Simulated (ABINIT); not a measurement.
**Converging GW for Be3N2 (P6_3/mmc) in ABINIT**

Aim: raise bands and screening cutoff together for Be3N2 (P6_3/mmc) and follow gap and time.

Main program and level: ABINIT 10.8.3; PBEsol and many-body steps on it, plane waves.

### 1. Set-up

The structure is hexagonal, space group P6_3/mmc (No. 194). The conventional cell has a = 2.842 Å, b = 2.842 Å, c = 9.747 Å, α = 90.00°, β = 90.00°, γ = 120.00°. Nearest to Be lie 4 N at 1.67 to 1.81 Å. Be has 3 N at 1.64 Å nearest. Nearest to N lie 6 Be at 1.81 Å. Nearest to N lie 5 Be at 1.64 to 1.67 Å. Farther neighbours and most contacts between anions are not listed.

Coordinates:

```cif
data_structure
_symmetry_space_group_name_H-M 'P6_3/mmc'
_symmetry_Int_Tables_number 194
_cell_length_a 2.8417
_cell_length_b 2.8417
_cell_length_c 9.7468
_cell_angle_alpha 90.000
_cell_angle_beta 90.000
_cell_angle_gamma 120.000
_cell_volume 68.16
loop_
_atom_site_label
_atom_site_type_symbol
_atom_site_symmetry_multiplicity
_atom_site_Wyckoff_symbol
_atom_site_fract_x
_atom_site_fract_y
_atom_site_fract_z
_atom_site_occupancy
Be1 Be 4 f 0.33333 0.66667 0.07849 1
Be2 Be 2 b 0.00000 0.00000 0.25000 1
N1 N 2 a 0.00000 0.00000 0.00000 1
N2 N 2 c 0.33333 0.66667 0.25000 1
```

The cell and positions are those that the Materials Project relaxed with its own functionals (PBE, PBE+U or r2SCAN), kept fixed.

### 2. Empty states on the mesh, 6×6×2 mesh, 513 bands

This step: ABINIT 10.8.3; DFT, PBEsol, plane waves, norm-conserving pseudopotentials.

The sums over transitions need many empty states on a uniform mesh; this step solves for them.

The input, run.abi:

```
acell 3*1.0 Angstrom
rprim 
  2.841679226310 0.000000000023 0.000000000000
  -1.420839613175 2.460966399380 0.000000000000
  0.000000000000 0.000000000000 9.746841010000
ntypat 2
znucl 4 7
natom 10
typat 1 1 1 1 1 1 2 2 2 2
xred 
  0.333333333333 0.666666666667 0.078485970000
  0.666666666667 0.333333333333 0.578485970000
  0.666666666667 0.333333333333 0.921514030000
  0.333333333333 0.666666666667 0.421514030000
  0.000000000000 0.000000000000 0.250000000000
  0.000000000000 0.000000000000 0.750000000000
  0.000000000000 0.000000000000 0.000000000000
  0.000000000000 0.000000000000 0.500000000000
  0.333333333333 0.666666666667 0.250000000000
  0.666666666667 0.333333333333 0.750000000000
pp_dirpath "pseudos"
pseudos "Be.upf, N.upf"
ecut 38
ngkpt 6 6 2
nshiftk 1
shiftk 0 0 0
kptopt 1
chksymbreak 0
iscf -2
irdden 1
istwfk *1
nband 513
nbdbuf 46
tolwfr 1e-09
nstep 60
prtvol 0
indata_prefix "in"
outdata_prefix "out"
tmpdata_prefix "tmp"
```

Run with:

```console
> OMP_NUM_THREADS=1 mpirun -n 4 abinit run.abi > log
```

Numbers of over 12 decimals in the logs are rounded to 6 here.

The program printed:

```text
.Version 10.8.3 of ABINIT. v10.8.2 released Aug 2026.

 Symmetries : space group P6_3/m m c (#194); Bravais hP (primitive hexag.)
[... echo of the input left out ...]
== DATASET  1 ==================================================================
-   mpi_nproc: 4, omp_nthreads: 1 (-1 if OMP is not activated)

--- !DatasetInfo
iteration_state: {dtset: 1, }
dimensions: {natom: 10, nkpt: 14, mband: 513, nsppol: 1, nspinor: 1, nspden: 1, mpw: 5176, }
cutoff_energies: {ecut:  38.0, pawecutdg:  -1.0, }
[...]
7.47735    7.49025    7.49251    7.49308    7.49784    7.50007    7.50087    7.50568
   7.50994    7.52840    7.53418    7.54148    7.54871    7.55276    7.56881    7.57113
   7.58162
 prteigrs : prtvol=0 or 1, do not print more k-points.

== END DATASET(S) ==============================================================
================================================================================

 -outvars: echo values of variables after computation  --------
            nband         513
             nkpt          14
          spgroup         194
 [... the other variables as echoed above ...]

 Calculation completed.
```

It took 14 min on 4 MPI ranks of Arm Neoverse V1, shared host; peak memory 0.89 GiB.

This step gave:

| Property | Result |
| --- | --- |
| gap | 3.248 eV |
| k of the valence top | 0, 0, 0 |
| k of the conduction bottom | 0.5, 0, 0 |
| least direct gap | 4.645 eV |
| k points computed | 14 |
| lowest point of the top converged band, above the valence top | 186.1496 eV |

On this mesh the gap is 3.248 eV.

The density comes from a self-consistent run that is not shown.

### 3. Screening, 6×6×2 mesh, 110 bands, screening to 93.3 eV

The RPA dielectric matrix is built and inverted for each q.

This step: RPA screening on PBEsol, plane waves, norm-conserving pseudopotentials.

Changes to run.abi since step 2:

```diff
@@ -28,10 +28,11 @@
 chksymbreak 0
-iscf -2
-irdden 1
 istwfk *1
-nband 513
-nbdbuf 46
-tolwfr 1e-09
-nstep 60
-prtvol 0
+occopt 1
+irdwfk 1
+optdriver 3
+nband 110
+ecuteps 3.43
+inclvkb 2
+awtr 1
+symchi 1
 indata_prefix "in"
```

The program printed:

```text
.Version 10.8.3 of ABINIT. v10.8.2 released Aug 2026.

 Symmetries : space group P6_3/m m c (#194); Bravais hP (primitive hexag.)
[... echo of the input left out ...]
== DATASET  1 ==================================================================
-   mpi_nproc: 4, omp_nthreads: 1 (-1 if OMP is not activated)

--- !DatasetInfo
iteration_state: {dtset: 1, }
dimensions: {natom: 10, nkpt: 14, mband: 110, nsppol: 1, nspinor: 1, nspden: 1, mpw: 5176, }
cutoff_energies: {ecut:  38.0, pawecutdg:  -1.0, }
electrons: {nelect:   4.40000000E+01, charge:   0.00000000E+00, occopt:   1.00000000E+00, tsmear:   1.00000000E-02, }

 SCREENING: Calculation of the susceptibility and dielectric matrices

 Based on a program developped by R.W. Godby, V. Olevano, G. Onida, and L. Reining.
 Incorporated in ABINIT by V. Olevano, G.-M. Rignanese, and M. Torrent.
.Using double precision arithmetic ; gwpc =  8

[... cell and pseudopotentials left out ...]
--------------------------------------------------------------------------------

 ==== K-mesh for the wavefunctions ====
 Number of points in the irreducible wedge :    14
[... list of points left out ...]
 Together with 24 symmetry operations and time-reversal symmetry
 yields    72 points in the full Brillouin Zone.

 ==== Q-mesh for the screening function ====
 Number of points in the irreducible wedge :    14
[... list of points left out ...]
 Together with 24 symmetry operations and time-reversal symmetry
 yields    72 points in the full Brillouin Zone.

 setmesh: FFT mesh size selected  =    18x   18x   72
          total number of points  =        23328

 vcoul_init : cutoff-mode = AUXILIARY_FUNCTION
 q-points for optical limit:   1
     1)      0.000010    0.000020    0.000030

- screening: taking advantage of time-reversal symmetry
- Maximum band index for partially occupied states nbvw = 22
- Remaining bands to be divided among processors   nbcw = 88
- Number of bands treated by each node ~22

 Number of electrons calculated from density =   44.0000; Expected =   44.0000
 average of density, n =  0.095656
 r_s =    1.3564
 omega_plasma =   29.8340 [eV]

 calculating chi0 at frequencies [eV] :
  1    0.000000E+00    0.000000E+00
  2    0.000000E+00    2.983399E+01

--------------------------------------------------------------------------------
  q-point number  1        q = ( 0.000000, 0.000000, 0.000000) [r.l.u.]
--------------------------------------------------------------------------------
[... chi0 elements left out ...]
 For q-point:  0.000010 0.000020 0.000030
  dielectric constant =   4.4877
  dielectric constant without local fields =   4.7996

  Average fulfillment of the sum rule on Im[epsilon] for q-point    1 :     68.94  [%]
[... wings left out ...]
  q-point number  2        q = ( 0.166667, 0.000000, 0.000000) [r.l.u.]
--------------------------------------------------------------------------------
[... chi0 elements left out ...]
  Average fulfillment of the sum rule on Im[epsilon] for q-point    2 :     72.12  [%]

 [... 12 further q-points ...]
```

It took 2.1 min on 4 MPI ranks; peak memory 1.5 GiB.

This step gave:

```
ε∞ with local fields, on this mesh, along the program's q direction : 4.488
the same without local fields                                       : 4.800
plasma frequency                                                    : 29.83 eV
plane waves in the screening matrix                                 : 135
```

Local fields lower ε∞ by 6 %.

### 4. 110 bands, 93.3 eV

The self-energy is evaluated for the states that the input lists, and the levels follow from it, in one-shot runs by the linearised quasiparticle equation.

This step: G0W0 on PBEsol, plane waves, norm-conserving pseudopotentials.

Changes to run.abi since step 3:

```diff
@@ -31,8 +31,21 @@
 irdwfk 1
-optdriver 3
+optdriver 4
 nband 110
+gwcalctyp 0
+ecutsigx 38
+symsigma 1
+nkptgw 4
+kptgw 
+  0.0000000000 0.0000000000 0.0000000000
+  0.5000000000 0.0000000000 0.0000000000
+  0.0000000000 0.0000000000 0.5000000000
+  0.5000000000 0.0000000000 0.5000000000
+bdgw 
+  21 24
+  21 24
+  19 24
+  21 24
 ecuteps 3.43
-inclvkb 2
-awtr 1
-symchi 1
+irdscr 1
+ppmodel 1
 indata_prefix "in"
```

The program printed:

```text
.Version 10.8.3 of ABINIT. v10.8.2 released Aug 2026.

 Symmetries : space group P6_3/m m c (#194); Bravais hP (primitive hexag.)
[... echo of the input left out ...]
== DATASET  1 ==================================================================
-   mpi_nproc: 4, omp_nthreads: 1 (-1 if OMP is not activated)

--- !DatasetInfo
iteration_state: {dtset: 1, }
dimensions: {natom: 10, nkpt: 14, mband: 110, nsppol: 1, nspinor: 1, nspden: 1, mpw: 5176, }
cutoff_energies: {ecut:  38.0, pawecutdg:  -1.0, }
electrons: {nelect:   4.40000000E+01, charge:   0.00000000E+00, occopt:   1.00000000E+00, tsmear:   1.00000000E-02, }

 SIGMA: Calculation of the GW corrections

 Based on a program developped by R.W. Godby, V. Olevano, G. Onida, and L. Reining.
 Incorporated in ABINIT by V. Olevano, G.-M. Rignanese, and M. Torrent.
.Using double precision arithmetic ; gwpc =  8

[... cell and pseudopotentials left out ...]
--------------------------------------------------------------------------------

 ==== K-mesh for the wavefunctions ====
 Number of points in the irreducible wedge :    14
[... list of points left out ...]
 Together with 24 symmetry operations and time-reversal symmetry
 yields    72 points in the full Brillouin Zone.

 ==== Q-mesh for screening function ====
 Number of points in the irreducible wedge :    14
[... list of points left out ...]
 Together with 24 symmetry operations and time-reversal symmetry
 yields    72 points in the full Brillouin Zone.

 vcoul_init : cutoff-mode = AUXILIARY_FUNCTION
 q-points for optical limit:   1
     1)      0.000010    0.000020    0.000030
 setmesh: FFT mesh size selected  =    25x   25x  108
          total number of points  =        67500

 Number of electrons calculated from density =   44.0000; Expected =   44.0000
 average of density, n =  0.095656
 r_s =    1.3564
 omega_plasma =   29.8340 [eV]

 === KS Band Gaps ===
  >>>> For spin  1
   Minimum direct gap =   4.6453 [eV], located at k-point      :   0.5000  0.0000  0.0000
   Fundamental gap    =   3.2476 [eV], Top of valence bands at :   0.0000  0.0000  0.0000
                                       Bottom of conduction at :   0.5000  0.0000  0.0000
 SIGMA fundamental parameters:
 PLASMON POLE MODEL  1
 number of plane-waves for SigmaX                 5169
 number of plane-waves for SigmaC and W            135
 number of plane-waves for wavefunctions          5169
 number of bands                                   110
 number of independent spin polarizations            1
 number of spinorial components                      1
 number of k-points in IBZ                          14
 number of q-points in IBZ                          14
 number of symmetry operations                      24
 number of k-points in BZ                           72
 number of q-points in BZ                           72
 number of frequencies for dSigma/dE                 9
 frequency step for dSigma/dE [eV]                0.25
 number of omega for Sigma on real axis              0
 max omega for Sigma on real axis  [eV]           0.00
 zcut for avoiding poles [eV]                     0.10

 EPSILON^-1 parameters (SCR file):
 dimension of the eps^-1 matrix on file            135
 dimension of the eps^-1 matrix used               135
 number of plane-waves for wavefunctions          5169
 number of bands                                   110
 number of q-points in IBZ                          14
 number of frequencies                               2
 number of real frequencies                          1
 number of imag frequencies                          1

 matrix elements of self-energy operator (all in [eV])

 Perturbative Calculation

--- !SelfEnergy_ee
iteration_state: {dtset: 1, }
kpoint     : [   0.000,    0.000,    0.000, ]
spin       : 1
KS_gap     :    6.089
QP_gap     :    7.513
Delta_QP_KS:    1.424
data: !SigmaeeData |
     Band     E0 <VxcDFT>   SigX SigC(E0)      Z dSigC/dE  Sig(E)    E-E0       E
       21   5.713 -17.572 -21.452   3.500   0.814  -0.228 -17.882  -0.310   5.404
       22   5.713 -17.572 -21.452   3.500   0.814  -0.228 -17.882  -0.310   5.404
       23  11.803 -13.767  -8.238  -4.186   0.830  -0.205 -12.652   1.114  12.917
       24  12.792 -14.110  -8.044  -4.479   0.826  -0.211 -12.800   1.310  14.102

--- !SelfEnergy_ee
iteration_state: {dtset: 1, }
kpoint     : [   0.500,    0.000,    0.000, ]
spin       : 1
KS_gap     :    4.645
QP_gap     :    6.100
Delta_QP_KS:    1.454
data: !SigmaeeData |
     Band     E0 <VxcDFT>   SigX SigC(E0)      Z dSigC/dE  Sig(E)    E-E0       E
       21   4.268 -16.322 -20.326   3.431   0.809  -0.237 -16.786  -0.464   3.804
       22   4.316 -16.786 -21.088   3.689   0.811  -0.233 -17.283  -0.496   3.820
[...]
--- !SelfEnergy_ee
iteration_state: {dtset: 1, }
kpoint     : [   0.000,    0.000,    0.500, ]
spin       : 1
KS_gap     :    6.933
QP_gap     :    8.544
Delta_QP_KS:    1.611
data: !SigmaeeData |
     Band     E0 <VxcDFT>   SigX SigC(E0)      Z dSigC/dE  Sig(E)    E-E0       E
[...]
--- !SelfEnergy_ee
iteration_state: {dtset: 1, }
kpoint     : [   0.500,    0.000,    0.500, ]
spin       : 1
KS_gap     :    6.152
QP_gap     :    7.788
Delta_QP_KS:    1.636
data: !SigmaeeData |
     Band     E0 <VxcDFT>   SigX SigC(E0)      Z dSigC/dE  Sig(E)    E-E0       E
[...]
22   3.976 -16.499 -20.918   3.733   0.810  -0.234 -17.055  -0.556   3.419
       23  10.127 -12.231  -7.320  -3.628   0.842  -0.188 -11.152   1.080  11.207
       24  10.127 -12.231  -7.320  -3.628   0.842  -0.188 -11.152   1.080  11.207

== END DATASET(S) ==============================================================
================================================================================

 -outvars: echo values of variables after computation  --------
           etotal      0.0000000000E+00
            nband         110
             nkpt          14
          spgroup         194
 [... the other variables as echoed above ...]

 Calculation completed.
```

Wall time 16 s (4 MPI ranks); peak memory 1.1 GiB.

This step gave:

- G0W0 gap on the mesh: 4.515 eV
- starting gap on the mesh: 3.248 eV
- k of the valence top: 0, 0, 0
- k of the conduction bottom: 0.5, 0, 0
- Z at the valence top: 0.814
- Z at the conduction bottom: 0.847
- least direct G0W0 gap on the computed points: 6.099 eV

The gap on the mesh goes from 3.25 eV to 4.52 eV, a correction of +1.27 eV.

### 5. Screening, 6×6×2 mesh, 156 bands, screening to 123.5 eV

This step: RPA screening on PBEsol, plane waves, norm-conserving pseudopotentials.

Changes to run.abi since step 4:

```diff
@@ -31,21 +31,8 @@
 irdwfk 1
-optdriver 4
-nband 110
-gwcalctyp 0
-ecutsigx 38
-symsigma 1
-nkptgw 4
-kptgw 
-  0.0000000000 0.0000000000 0.0000000000
-  0.5000000000 0.0000000000 0.0000000000
-  0.0000000000 0.0000000000 0.5000000000
-  0.5000000000 0.0000000000 0.5000000000
-bdgw 
-  21 24
-  21 24
-  19 24
-  21 24
-ecuteps 3.43
-irdscr 1
-ppmodel 1
+optdriver 3
+nband 156
+ecuteps 4.54
+inclvkb 2
+awtr 1
+symchi 1
 indata_prefix "in"
```

The program printed:

```text
.Version 10.8.3 of ABINIT. v10.8.2 released Aug 2026.

 Symmetries : space group P6_3/m m c (#194); Bravais hP (primitive hexag.)
[... echo of the input left out ...]
== DATASET  1 ==================================================================
-   mpi_nproc: 4, omp_nthreads: 1 (-1 if OMP is not activated)

--- !DatasetInfo
iteration_state: {dtset: 1, }
dimensions: {natom: 10, nkpt: 14, mband: 156, nsppol: 1, nspinor: 1, nspden: 1, mpw: 5176, }
cutoff_energies: {ecut:  38.0, pawecutdg:  -1.0, }
electrons: {nelect:   4.40000000E+01, charge:   0.00000000E+00, occopt:   1.00000000E+00, tsmear:   1.00000000E-02, }

 SCREENING: Calculation of the susceptibility and dielectric matrices

 Based on a program developped by R.W. Godby, V. Olevano, G. Onida, and L. Reining.
 Incorporated in ABINIT by V. Olevano, G.-M. Rignanese, and M. Torrent.
.Using double precision arithmetic ; gwpc =  8

[... cell and pseudopotentials left out ...]
--------------------------------------------------------------------------------

 ==== K-mesh for the wavefunctions ====
 Number of points in the irreducible wedge :    14
[... list of points left out ...]
 Together with 24 symmetry operations and time-reversal symmetry
 yields    72 points in the full Brillouin Zone.

 ==== Q-mesh for the screening function ====
 Number of points in the irreducible wedge :    14
[... list of points left out ...]
 Together with 24 symmetry operations and time-reversal symmetry
 yields    72 points in the full Brillouin Zone.

 setmesh: FFT mesh size selected  =    18x   18x   72
          total number of points  =        23328

 vcoul_init : cutoff-mode = AUXILIARY_FUNCTION
 q-points for optical limit:   1
     1)      0.000010    0.000020    0.000030

- screening: taking advantage of time-reversal symmetry
- Maximum band index for partially occupied states nbvw = 22
- Remaining bands to be divided among processors   nbcw = 134
- Number of bands treated by each node ~33

 Number of electrons calculated from density =   44.0000; Expected =   44.0000
 average of density, n =  0.095656
 r_s =    1.3564
 omega_plasma =   29.8340 [eV]

 calculating chi0 at frequencies [eV] :
  1    0.000000E+00    0.000000E+00
  2    0.000000E+00    2.983399E+01

--------------------------------------------------------------------------------
  q-point number  1        q = ( 0.000000, 0.000000, 0.000000) [r.l.u.]
--------------------------------------------------------------------------------
[... chi0 elements left out ...]
 For q-point:  0.000010 0.000020 0.000030
  dielectric constant =   4.4314
  dielectric constant without local fields =   4.8064

  Average fulfillment of the sum rule on Im[epsilon] for q-point    1 :     77.70  [%]
[... wings left out ...]
  q-point number  2        q = ( 0.166667, 0.000000, 0.000000) [r.l.u.]
--------------------------------------------------------------------------------
[... chi0 elements left out ...]
  Average fulfillment of the sum rule on Im[epsilon] for q-point    2 :     80.23  [%]

 [... 12 further q-points ...]
```

Run time: 3.6 min. Hardware: 4 MPI ranks; peak memory 1.8 GiB.

Numbers from this step:

| Item | Value |
| --- | --- |
| ε∞ with local fields, on this mesh, along the program's q direction | 4.431 |
| the same without local fields | 4.806 |
| plasma frequency | 29.83 eV |
| plane waves in the screening matrix | 215 |

[end of part 1 of 2]

[Paths, hosts, dates, memory and timing lines, banners, echoed tables and standing remarks are left out of the program output.]

[Logs are printed without paths, hosts, clocks, repeated set-up lines and the standing remarks that a program may print on its own settings, such as how far it seeks lower states.]

[Runs of the session that timed out or met a known fault of the program may be left out.]

[Hosts, paths, dates, database ids (printed as entryN), source tags and the programs' standing remarks are cut or masked in the printed files.]

[G0W0 gaps are taken among the corrected bands and points alone; a level outside them can change the order at an edge.]

[Where Ansatz stands beside ABINIT at settings called matched, ABINIT's density can come from a denser mesh and the files from another edition; pairs whose starting gaps differed by over 0.03 eV were left out, so agreement reads better than it is.]
